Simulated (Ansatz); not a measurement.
# A hypothetical structure for LuZn2Si2

Starting from a made-up structure for LuZn2Si2, the aim is the relaxed cell, its shortest contacts and, where a second run follows, its electronic structure.

Program: Ansatz 0.2.0. Level of theory: DFT, PBE, plane-wave PAW, files of the set soft_1, scalar-relativistic, no spin, cell and ions relaxed at zero pressure; PAW set soft_1, in the first sound run; inputs show where later runs differ. Results are calculated unless marked as measured.

## 1. Set-up

The structure is tetragonal, space group I4/mmm (No. 139). The conventional cell has a = 4.078 Å, b = 4.078 Å, c = 9.676 Å, α = 90.00°, β = 90.00°, γ = 90.00°. Lu has 10 Si at 3.15 to 3.58 Å and 8 Zn at 3.16 Å nearest. Nearest to Zn lie 4 Si at 2.34 Å and 4 Zn at 2.88 Å and 4 Lu at 3.16 Å. Si has 4 Zn at 2.34 Å and 1 Si at 2.53 Å and 5 Lu at 3.15 to 3.58 Å nearest. Farther neighbours are not listed.

Structure file:

```cif
data_structure
_symmetry_space_group_name_H-M 'P 1'
_symmetry_Int_Tables_number 1
_cell_length_a 5.6322
_cell_length_b 5.6322
_cell_length_c 5.6322
_cell_angle_alpha 137.550
_cell_angle_beta 137.550
_cell_angle_gamma 61.592
_cell_volume 80.46
loop_
_atom_site_label
_atom_site_type_symbol
_atom_site_fract_x
_atom_site_fract_y
_atom_site_fract_z
_atom_site_occupancy
Lu1 Lu 0.00000 0.00000 0.00000 1
Zn2 Zn 0.25000 0.75000 0.50000 1
Zn3 Zn 0.75000 0.25000 0.50000 1
Si4 Si 0.63050 0.63050 0.00000 1
Si5 Si 0.36950 0.36950 0.00000 1
```

## 2. Relaxation of the guess

The guess takes its coordinates from another compound and its volume from a rule, so the cell and any free coordinates are relaxed together.

input.yaml reads:

```yaml
crystal:
  lattice:
    - [-2.039, 2.039, 4.838]
    - [2.039, -2.039, 4.838]
    - [2.039, 2.039, -4.838]
  atoms:
    - { symbol: Lu, position: [0.0, 0.0, 0.0] }
    - { symbol: Zn, position: [0.25, 0.75, 0.5] }
    - { symbol: Zn, position: [0.75, 0.25, 0.5] }
    - { symbol: Si, position: [0.6305, 0.6305, 0.0] }
    - { symbol: Si, position: [0.3695, 0.3695, 0.0] }
kpoints:
  mp_grid: { grid: [9, 9, 9] }
scf:
  occupations: { method: fermi_dirac, width: 0.05 }
hamiltonian:
  xc: pbe
  pseudopotentials: { kind: paw, azcp: { folder: soft_1 } }
relax:
  f_tol: 0.015
  max_steps: 70
  cell: {}
output:
  forces: true
  stress: true
```

Run with:

```console
ansatz run input.yaml --threads 4 --pin off --max-ram 8192MiB --backend cpu --events-out ev --progress --plain --runs-dir out
```

Numbers of over 12 decimals in the logs are rounded to 6 here.

Output:

```text
Engine: ansatz 0.2.0, x86_64-unknown-linux-gnu
Pseudopotentials: kind: paw
Pseudopotential: Lu, paw, valence charge 25, recommended cutoff 420 eV (normal), soft_1/Lu.paw.azcp
Pseudopotential: Zn, paw, valence charge 12, recommended cutoff 420 eV (normal), soft_1/Zn.paw.azcp
Pseudopotential: Si, paw, valence charge 4, recommended cutoff 420 eV (normal), soft_1/Si.paw.azcp
Functional definition: PBE
  parameter kappa = 0.804
  parameter beta = 0.066725
  exchange = pbe_x(kappa = kappa, mu = beta*pi^2/3)
  correlation = pbe_c(beta = beta)
Crystal: 5 atoms, lattice volume = 80.456 Å³
Basis set: ecut = 420 eV, 1589 PW (Γ), exchange–correlation on 80×80×80 points (8 copies of the dense FFT grid, shifted against one another)
Bands: 35, of which v1, the nominal top of the filled ones, is band 29 counted from 1 (28 counted from 0)
Symmetry: 16 space group operations
Space group: I4/mmm (ITA 139), of the structure as read, at distance tolerance 4.3e-5 Å
k-points: 75 of 729
Non-local potential: Lu, projectors of the file, l = 0: 3, l = 1: 2, l = 2: 2, l = 3: 3
Non-local potential: Zn, projectors of the file, l = 0: 2, l = 1: 2, l = 2: 3, l = 3: 1
Non-local potential: Si, projectors of the file, l = 0: 2, l = 1: 2, l = 2: 1
PAW form: soft (Blöchl's): semilocal exchange-correlation on the pseudo side does not see the compensation charge
PAW one-centre angular grid: Lu, 590 points (default); XC on 64 Gauss nodes
PAW one-centre angular grid: Zn, 590 points (default); XC on 64 Gauss nodes
PAW one-centre angular grid: Si, 110 points (default); XC on 64 Gauss nodes
Initial density: superposition of atomic densities (chi_scale 0.1, normalization cell, long waves kept (reshape's long-wave potential 0.00 eV rms))
Initial wavefunctions: pseudopotential atomic-orbital guess
Functional: x = pbe(κ = 0.804, μ = 0.219515), c = pbe(β = 0.066725)
SCF iter   1: F=—  HF=-22645.056727 eV  |F-HF|=—  |Δ(HF+E_count)|=         —  Δρ=1.12e-1  dr2=9.21e0  ethr=3.10e-3  ⟨swp⟩=8.8  Hψ=15247  notcnv=0
preconditioner: auto → Kerker (q_TF=auto, 2.576 Å⁻¹)  [metal: Δε(μ)=0.007 eV  Ē_g=10.740 eV  σ=0.050 eV  W_gap=0.04  n_scr=30 (ndim 8)  ℏωp=30.7 eV  f_vac=0.000  D(μ)=1.94/eV (n_scr^D=10)]
SCF iter   2: F=—  HF=-22643.623866 eV  |F-HF|=—  |Δ(HF+E_count)|=    1.43e0  Δρ=4.71e-2  dr2=7.45e-1  ethr=3.10e-3  ⟨swp⟩=4.2  Hψ=7853  notcnv=0  defer=40
SCF iter   3: F=—  HF=-22643.166745 eV  |F-HF|=—  |Δ(HF+E_count)|=   4.57e-1  Δρ=1.93e-2  dr2=5.09e-1  ethr=1.31e-3  ⟨swp⟩=3.0  Hψ=5739  notcnv=0  defer=51
SCF iter   4: F=—  HF=-22643.081229 eV  |F-HF|=—  |Δ(HF+E_count)|=   8.55e-2  Δρ=9.42e-3  dr2=5.07e-2  ethr=8.93e-4  ⟨swp⟩=3.8  Hψ=5981  notcnv=0  defer=50
SCF iter   5: F=—  HF=-22643.111435 eV  |F-HF|=—  |Δ(HF+E_count)|=   3.02e-2  Δρ=6.70e-3  dr2=1.77e-2  ethr=8.90e-5  ⟨swp⟩=3.2  Hψ=7064  notcnv=0  defer=52
SCF iter   6: F=—  HF=-22643.089256 eV  |F-HF|=—  |Δ(HF+E_count)|=   2.22e-2  Δρ=1.56e-3  dr2=1.37e-3  ethr=3.10e-5  ⟨swp⟩=3.1  Hψ=7029  notcnv=0  defer=52
SCF iter   7: F=—  HF=-22643.088642 eV  |F-HF|=—  |Δ(HF+E_count)|=   6.14e-4  Δρ=2.80e-4  dr2=7.91e-5  ethr=2.40e-6  ⟨swp⟩=2.1  Hψ=5086  notcnv=0  defer=52
SCF iter   8: F=—  HF=-22643.088657 eV  |F-HF|=—  |Δ(HF+E_count)|=   1.46e-5  Δρ=6.78e-5  dr2=5.52e-6  ethr=1.39e-7  ⟨swp⟩=2.2  Hψ=4760  notcnv=0  defer=52
SCF iter   9: F=—  HF=-22643.088654 eV  |F-HF|=—  |Δ(HF+E_count)|=   2.43e-6  Δρ=2.91e-5  dr2=5.44e-7  ethr=9.68e-9  ⟨swp⟩=2.7  Hψ=5380  notcnv=0  defer=52
SCF iter  10: F=—  HF=-22643.088654 eV  |F-HF|=—  |Δ(HF+E_count)|=   3.02e-9  Δρ=1.36e-5  dr2=1.17e-7  ethr=1.75e-10  ⟨swp⟩=6.7  Hψ=14312  notcnv=0
SCF iter  11: F=-22643.088654 eV  HF=-22643.088654 eV  |F-HF|=1.53e-7  |Δ(HF+E_count)|=   8.99e-9  Δρ=1.37e-5  dr2=7.97e-8  ethr=1.75e-10  ⟨swp⟩=6.6  Hψ=13888  notcnv=0
SCF 1 converged in 11 iterations: F = -22643.088654 eV  dr2 = 7.97e-8
  greatest PAW one-centre occupation: 0.998 electrons in one spin orbital (limit 2), on the Lu atom at site 0 (counted from 0), in its partial waves of l = 0
relax step   1: F+E_penalty+E_count = -22643.08865414 eV  Δ(F+E_penalty+E_count) = +0.000e0 eV  max|allowed force component| = 2.811e0 eV/Å  Δτ_max = 0.0000 Å  P = +10.292 GPa  Ω = 80.456 Å³  (11 SCF iters, dr2 threshold 1.00e-7 eV, accepted)
Crystal: 5 atoms, lattice volume = 83.502 Å³
Basis set: ecut = 420 eV, 1661 PW (Γ), exchange–correlation on 80×80×80 points (8 copies of the dense FFT grid, shifted against one another)
Initial density: handed on by an earlier stage of this run
Initial wavefunctions: those handed on with the density
iter 1 solved again at ethr=9.72e-5 eV; its pass at ethr=3.10e-3 eV (dr2=5.54e-2 eV) is discarded
SCF iter   1: F=—  HF=-22643.641840 eV  |F-HF|=—  |Δ(HF+E_count)|=         —  Δρ=8.19e-3  dr2=5.53e-2  ethr=9.72e-5  ⟨swp⟩=2.5  Hψ=18979  notcnv=0
preconditioner: auto → Kerker (q_TF=auto, 2.560 Å⁻¹)  [metal: Δε(μ)=0.013 eV  Ē_g=11.276 eV  σ=0.050 eV  W_gap=0.06  n_scr=32 (ndim 8)  ℏωp=30.1 eV  f_vac=0.000  D(μ)=2.24/eV (n_scr^D=14)]
SCF iter   2: F=—  HF=-22643.630017 eV  |F-HF|=—  |Δ(HF+E_count)|=   1.18e-2  Δρ=3.03e-3  dr2=1.76e-2  ethr=9.70e-5  ⟨swp⟩=2.3  Hψ=4879  notcnv=0
SCF iter   3: F=—  HF=-22643.626633 eV  |F-HF|=—  |Δ(HF+E_count)|=   3.38e-3  Δρ=2.14e-3  dr2=7.51e-3  ethr=3.09e-5  ⟨swp⟩=2.6  Hψ=5160  notcnv=0  defer=2
SCF iter   4: F=—  HF=-22643.624799 eV  |F-HF|=—  |Δ(HF+E_count)|=   1.83e-3  Δρ=1.18e-3  dr2=1.01e-3  ethr=1.32e-5  ⟨swp⟩=2.8  Hψ=5661  notcnv=0  defer=3
SCF iter   5: F=—  HF=-22643.624594 eV  |F-HF|=—  |Δ(HF+E_count)|=   2.05e-4  Δρ=4.77e-4  dr2=8.24e-5  ethr=1.77e-6  ⟨swp⟩=2.5  Hψ=5346  notcnv=0  defer=3
SCF iter   6: F=—  HF=-22643.624574 eV  |F-HF|=—  |Δ(HF+E_count)|=   2.03e-5  Δρ=2.60e-4  dr2=2.69e-5  ethr=1.45e-7  ⟨swp⟩=3.1  Hψ=5968  notcnv=0  defer=4
SCF iter   7: F=—  HF=-22643.624567 eV  |F-HF|=—  |Δ(HF+E_count)|=   6.94e-6  Δρ=8.03e-5  dr2=4.27e-6  ethr=4.72e-8  ⟨swp⟩=3.0  Hψ=5693  notcnv=0  defer=4
SCF iter   8: F=-22643.624565 eV  HF=-22643.624565 eV  |F-HF|=1.28e-7  |Δ(HF+E_count)|=   2.03e-6  Δρ=1.75e-5  dr2=3.03e-7  ethr=8.77e-10  ⟨swp⟩=5.8  Hψ=17460  notcnv=0
SCF 2 converged in 8 iterations: F = -22643.624565 eV  dr2 = 3.03e-7
relax step   2: F+E_penalty+E_count = -22643.62456486 eV  Δ(F+E_penalty+E_count) = -5.359e-1 eV  max|allowed force component| = 1.285e0 eV/Å  Δτ_max = 0.0968 Å  P = +4.224 GPa  Ω = 83.502 Å³  energy of the carried Pulay correction = -1.208e-3 eV  (8 SCF iters, dr2 threshold 5.00e-7 eV, accepted)
Crystal: 5 atoms, lattice volume = 85.238 Å³
Basis set: ecut = 420 eV, 1669 PW (Γ), exchange–correlation on 80×80×80 points (8 copies of the dense FFT grid, shifted against one another)
iter 1 solved again at ethr=1.94e-4 eV; its pass at ethr=3.10e-3 eV (dr2=1.10e-1 eV) is discarded
SCF iter   1: F=—  HF=-22643.903584 eV  |F-HF|=—  |Δ(HF+E_count)|=         —  Δρ=7.64e-3  dr2=1.09e-1  ethr=1.94e-4  ⟨swp⟩=2.3  Hψ=21730  notcnv=0
preconditioner: auto → Kerker (q_TF=auto, 2.551 Å⁻¹)  [metal: Δε(μ)=0.030 eV  Ē_g=11.126 eV  σ=0.050 eV  W_gap=0.15  n_scr=32 (ndim 8)  ℏωp=29.8 eV  f_vac=0.000  D(μ)=1.75/eV (n_scr^D=10)]
SCF iter   2: F=—  HF=-22643.885842 eV  |F-HF|=—  |Δ(HF+E_count)|=   1.77e-2  Δρ=4.03e-3  dr2=5.24e-2  ethr=1.92e-4  ⟨swp⟩=2.9  Hψ=4395  notcnv=0
SCF iter   3: F=—  HF=-22643.876881 eV  |F-HF|=—  |Δ(HF+E_count)|=   8.96e-3  Δρ=3.24e-3  dr2=6.36e-3  ethr=9.19e-5  ⟨swp⟩=3.8  Hψ=5726  notcnv=0
SCF iter   4: F=—  HF=-22643.874066 eV  |F-HF|=—  |Δ(HF+E_count)|=   2.82e-3  Δρ=1.12e-3  dr2=9.13e-4  ethr=1.12e-5  ⟨swp⟩=2.8  Hψ=6549  notcnv=0  defer=15
SCF iter   5: F=—  HF=-22643.873898 eV  |F-HF|=—  |Δ(HF+E_count)|=   1.67e-4  Δρ=6.73e-4  dr2=2.00e-4  ethr=1.60e-6  ⟨swp⟩=2.8  Hψ=5527  notcnv=0  defer=15
SCF iter   6: F=—  HF=-22643.873855 eV  |F-HF|=—  |Δ(HF+E_count)|=   4.32e-5  Δρ=3.41e-4  dr2=5.68e-5  ethr=3.51e-7  ⟨swp⟩=3.4  Hψ=6488  notcnv=0  defer=15
SCF iter   7: F=—  HF=-22643.873821 eV  |F-HF|=—  |Δ(HF+E_count)|=   3.37e-5  Δρ=9.78e-5  dr2=4.93e-6  ethr=9.96e-8  ⟨swp⟩=3.5  Hψ=6808  notcnv=0  defer=15
SCF iter   8: F=—  HF=-22643.873819 eV  |F-HF|=—  |Δ(HF+E_count)|=   2.43e-6  Δρ=2.87e-5  dr2=5.78e-7  ethr=8.66e-9  ⟨swp⟩=2.3  Hψ=4850  notcnv=0  defer=15
SCF iter   9: F=-22643.873819 eV  HF=-22643.873819 eV  |F-HF|=3.72e-8  |Δ(HF+E_count)|=   3.76e-8  Δρ=7.88e-6  dr2=5.11e-8  ethr=8.77e-10  ⟨swp⟩=7.7  Hψ=16120  notcnv=0
SCF 3 converged in 9 iterations: F = -22643.873819 eV  dr2 = 5.11e-8
relax step   3: F+E_penalty+E_count = -22643.87381880 eV  Δ(F+E_penalty+E_count) = -2.493e-1 eV  max|allowed force component| = 5.971e-1 eV/Å  Δτ_max = 0.1171 Å  P = +1.370 GPa  Ω = 85.238 Å³  energy of the carried Pulay correction = -1.876e-3 eV  (9 SCF iters, dr2 threshold 5.00e-7 eV, accepted)
[...]
relax step   4: F+E_penalty+E_count = -22643.98173347 eV  Δ(F+E_penalty+E_count) = -1.079e-1 eV  max|allowed force component| = 2.862e-1 eV/Å  Δτ_max = 0.0183 Å  P = -0.712 GPa  Ω = 86.750 Å³  energy of the carried Pulay correction = -2.447e-3 eV  (8 SCF iters, dr2 threshold 5.00e-7 eV, accepted)
[...]
relax step   5: F+E_penalty+E_count = -22644.00169785 eV  Δ(F+E_penalty+E_count) = -1.996e-2 eV  max|allowed force component| = 1.098e-1 eV/Å  Δτ_max = 0.0059 Å  P = -0.212 GPa  Ω = 86.078 Å³  energy of the carried Pulay correction = -2.195e-3 eV  (7 SCF iters, dr2 threshold 5.00e-7 eV, accepted)
[...]
relax step   6: F+E_penalty+E_count = -22644.00282014 eV  Δ(F+E_penalty+E_count) = -1.122e-3 eV  max|allowed force component| = 1.891e-3 eV/Å  Δτ_max = 0.0037 Å  P = +0.017 GPa  Ω = 85.838 Å³  energy of the carried Pulay correction = -2.104e-3 eV  (6 SCF iters, dr2 threshold 5.00e-7 eV, accepted)
[...]
relax step   7: F+E_penalty+E_count = -22644.00843325 eV  Δ(F+E_penalty+E_count) = -5.613e-3 eV  max|allowed force component| = 6.915e-4 eV/Å  Δτ_max = 0.0000 Å  P = +0.114 GPa  Ω = 85.838 Å³  stress off target by 3.23e-1 GPa  SCF on the basis re-selected at this cell (its energy is not comparable with the rows above)  (9 SCF iters)
[...]
relax step   8: F+E_penalty+E_count = -22644.00871100 eV  Δ(F+E_penalty+E_count) = -2.777e-4 eV  max|allowed force component| = 3.356e-3 eV/Å  Δτ_max = 0.0016 Å  P = +0.030 GPa  Ω = 85.921 Å³  energy of the carried Pulay correction = -3.356e-5 eV  (6 SCF iters, dr2 threshold 2.61e-7 eV, accepted)
[...]
relax step   9: F+E_penalty+E_count = -22644.00872306 eV  Δ(F+E_penalty+E_count) = -1.207e-5 eV  max|allowed force component| = 1.332e-4 eV/Å  Δτ_max = 0.0007 Å  P = +0.001 GPa  Ω = 85.951 Å³  energy of the carried Pulay correction = -4.573e-5 eV  (6 SCF iters, dr2 threshold 1.62e-8 eV, accepted)
iter 1 solved again at ethr=1.99e-7 eV; its pass at ethr=3.10e-3 eV (dr2=1.13e-4 eV) is discarded
SCF iter   1: F=—  HF=-22644.008793 eV  |F-HF|=—  |Δ(HF+E_count)|=         —  Δρ=8.40e-5  dr2=1.49e-7  ethr=1.99e-7  ⟨swp⟩=4.7  Hψ=25219  notcnv=0
preconditioner: auto → Kerker (q_TF=auto, 2.548 Å⁻¹)  [metal: Δε(μ)=0.018 eV  Ē_g=11.070 eV  σ=0.050 eV  W_gap=0.09  n_scr=32 (ndim 8)  ℏωp=29.7 eV  f_vac=0.000  D(μ)=1.77/eV (n_scr^D=10)]
SCF iter   2: F=—  HF=-22644.008761 eV  |F-HF|=—  |Δ(HF+E_count)|=   3.20e-5  Δρ=4.27e-5  dr2=4.21e-8  ethr=2.61e-10  ⟨swp⟩=3.5  Hψ=7143  notcnv=0
SCF iter   3: F=—  HF=-22644.008767 eV  |F-HF|=—  |Δ(HF+E_count)|=   6.26e-6  Δρ=2.66e-6  dr2=3.93e-9  ethr=7.38e-11  ⟨swp⟩=2.1  Hψ=4808  notcnv=0
SCF iter   4: F=—  HF=-22644.008767 eV  |F-HF|=—  |Δ(HF+E_count)|=   4.77e-9  Δρ=9.78e-7  dr2=3.98e-10  ethr=6.90e-12  ⟨swp⟩=3.0  Hψ=6425  notcnv=0
SCF iter   5: F=—  HF=-22644.008767 eV  |F-HF|=—  |Δ(HF+E_count)|=  8.37e-10  Δρ=4.32e-7  dr2=6.29e-11  ethr=1.00e-12  ⟨swp⟩=2.6  Hψ=5494  notcnv=0
SCF iter   6: F=-22644.008767 eV  HF=-22644.008767 eV  |F-HF|=2.18e-11  |Δ(HF+E_count)|=  2.18e-10  Δρ=1.90e-7  dr2=3.15e-11  ethr=1.00e-12  ⟨swp⟩=6.6  Hψ=13874  notcnv=0
SCF 10 converged in 6 iterations: F = -22644.008767 eV  dr2 = 3.15e-11
relax step  10: F+E_penalty+E_count = -22644.00876725 eV  Δ(F+E_penalty+E_count) = -4.419e-5 eV  max|allowed force component| = 1.322e-4 eV/Å  Δτ_max = 0.0000 Å  P = +0.001 GPa  Ω = 85.951 Å³  stress off target by 6.44e-3 GPa  SCF on the basis re-selected at this cell (its energy is not comparable with the rows above)  (6 SCF iters)
basis re-selected at this cell: Δ(F+E_penalty+E_count) = -4.419e-5 eV, ΔP = +0.000 GPa vs the last step (what re-selecting the basis moved, of the pressure what is left beyond the Pulay correction that the steps carried, after the strain that the cell walked since its last selection, with what the two solves' SCF thresholds leave and, on support functions, any second-order correction that the steps lacked; it is no m [...]
SCF converged after 6 iterations
Free energy (F): -22644.008767 eV
Harris-Foulkes:  -22644.008767 eV  (|F-HF|=2.18e-11)
Internal energy: -22643.994740 eV  (E = F + TS)
E sigma→0 (E₀):  -22644.001753 eV
Entropy (-TS):   -0.014028 eV (-2.806 meV/atom)
Fermi energy:    12.363657 eV
--- Per-component energies (eV) ---
  E_band       = 121.789680
  E_kinetic    = 797.326998
  E_local      = -11089.428155  (includes V_loc(G=0)·N_el)
  E_nonlocal   = 2356.764884
  E_hartree    = 4533.773694
  E_xc         = -480.846315
  E_vxc        = -454.740015  (∫ρ·V_xc dr)
  E_paw        = -12232.557011  (= ΣΔE_a)
  E_vpaw       = -555.680778  (= ΣTr[D̂ρ^β])
  E_aug_tail   = -0.000450  (compensation charges beyond the density's cutoff)
  E_ewald      = -6529.028385
  E_smearing   = -0.014028  (= −TS)
  E_closure    = -0.000000  (closes the sum)
  Σ components = -22644.008767   (vs F -22644.008767, Δ=0.00e0)
--- Forces (eV/Å), atoms counted from 1 ---
  atom   1  Lu     0.00000000     0.00000000     0.00000000
  atom   2  Zn     0.00000000     0.00000000     0.00000000
  atom   3  Zn     0.00000000     0.00000000     0.00000000
  atom   4  Si    -0.00000000     0.00000000    -0.00013220
  atom   5  Si     0.00000000    -0.00000000     0.00013220
  max |Σ_I F_I| component: 2.08e-17 eV/Å
--- Stress (GPa, compression-positive) ---
       -0.002101      -0.000000       0.000000
       -0.000000      -0.002101      -0.000000
        0.000000       0.000000       0.006440
  P = ⅓ Tr σ = 0.0007 GPa (0.007 kbar)
--- Relaxed structure (8 steps of the walk, 8 accepted, 2 SCFs on fresh bases) ---
  F+E_penalty+E_count = -22644.00876725 eV   max|allowed force component| = 1.322e-4 eV/Å   (the final SCF, on the basis selected at the relaxed cell)
  cell:  # Å, volume = 85.9505 Å³
    - [-1.969908, 1.969908, 5.537280]
    - [1.969908, -1.969908, 5.537280]
    - [1.969908, 1.969908, -5.537280]
  atoms:
    - { symbol: Lu, position: [1.4342484299105483e-19, 1.4342484299105719e-19, 0] }
    - { symbol: Zn, position: [0.250000, 0.750000, 0.500000] }
    - { symbol: Zn, position: [0.750000, 0.250000, 0.500000] }
    - { symbol: Si, position: [0.606029, 0.606029, 0] }
    - { symbol: Si, position: [0.393971, 0.393971, 0] }
```

Elapsed: 30 s, on 4 threads of Intel Xeon Platinum 8488C (Sapphire Rapids), shared host; peak memory 0.64 GiB.

The steps of the relaxation:

```tsv
step	energy less that of the first step (eV)	largest force component (eV/Å)	pressure (GPa)	volume (Å³)
1	0.0000	2.8107	10.29	80.46
2	-0.5359	1.2852	4.22	83.50
3	-0.7852	0.5971	1.37	85.24
4	-0.8931	0.2862	-0.71	86.75
5	-0.9130	0.1098	-0.21	86.08
6	-0.9142	0.0019	0.02	85.84
7*	-0.9198	0.0007	0.11	85.84
8	-0.9201	0.0034	0.03	85.92
9	-0.9201	0.0001	0.00	85.95
10*	-0.9201	0.0001	0.00	85.95
```

Relaxation steps marked * repeat the geometry before them on a plane-wave basis chosen anew for their cell, so energy and pressure can jump there.

The run keeps the 16 symmetry operations that it works with, so distortions that break them were not tested.

```tsv
cell as run	before	after	change
a (Å)	5.632	6.199	+10.1 %
b (Å)	5.632	6.199	+10.1 %
c (Å)	5.632	6.199	+10.1 %
α (°)	137.55	142.94	+3.9 %
β (°)	137.55	142.94	+3.9 %
γ (°)	61.59	53.42	-13.3 %
volume (Å³/atom)	16.09	17.19	+6.8 %
```

The atoms that moved most (Å, as changes of fractional coordinates times the final cell):

```tsv
atom	dx	dy	dz	length
Si4	0.000	0.000	-0.271	0.271
Si5	0.000	0.000	0.271	0.271
```

The relaxed structure:

```xyz
5
Lattice="-1.9699 1.9699 5.5373 1.9699 -1.9699 5.5373 1.9699 1.9699 -5.5373" Properties=species:S:1:pos:R:3 pbc="T T T"
Lu    0.0000    0.0000    0.0000
Zn    1.9699    0.0000    2.7686
Zn    0.0000    1.9699    2.7686
Si    0.0000    0.0000    6.7115
Si    0.0000    0.0000    4.3631
```

This step gave:

| Item | Value |
| --- | --- |
| free energy | -22644.0088 eV |
| energy at zero smearing | -22644.0018 eV |
| smearing term TS | 0.01403 eV |
| Fermi energy | 12.36 eV |
| electrons | 57 |
| symmetry operations | 16 |
| pressure | 7.46e-4 GPa |

The shortest distance of each pair, which need not be the same contact before and after:

```tsv
pair	guess (Å)	relaxed (Å)
Si–Si	2.525	2.348
Si–Zn	2.344	2.534
Zn–Zn	2.884	2.786
Lu–Si	3.148	3.023
Lu–Zn	3.164	3.398
```

The relaxation ends with a largest force component of 1.3e-4 eV/Å and a pressure of 0.00 GPa.

[end of part 1 of 2]

[Logs are printed without paths, hosts, clocks, repeated set-up lines and the standing remarks that a program may print on its own settings, such as how far it seeks lower states.]

[Hosts, paths, dates, database ids (printed as entryN), source tags and the programs' standing remarks are cut or masked in the printed files.]
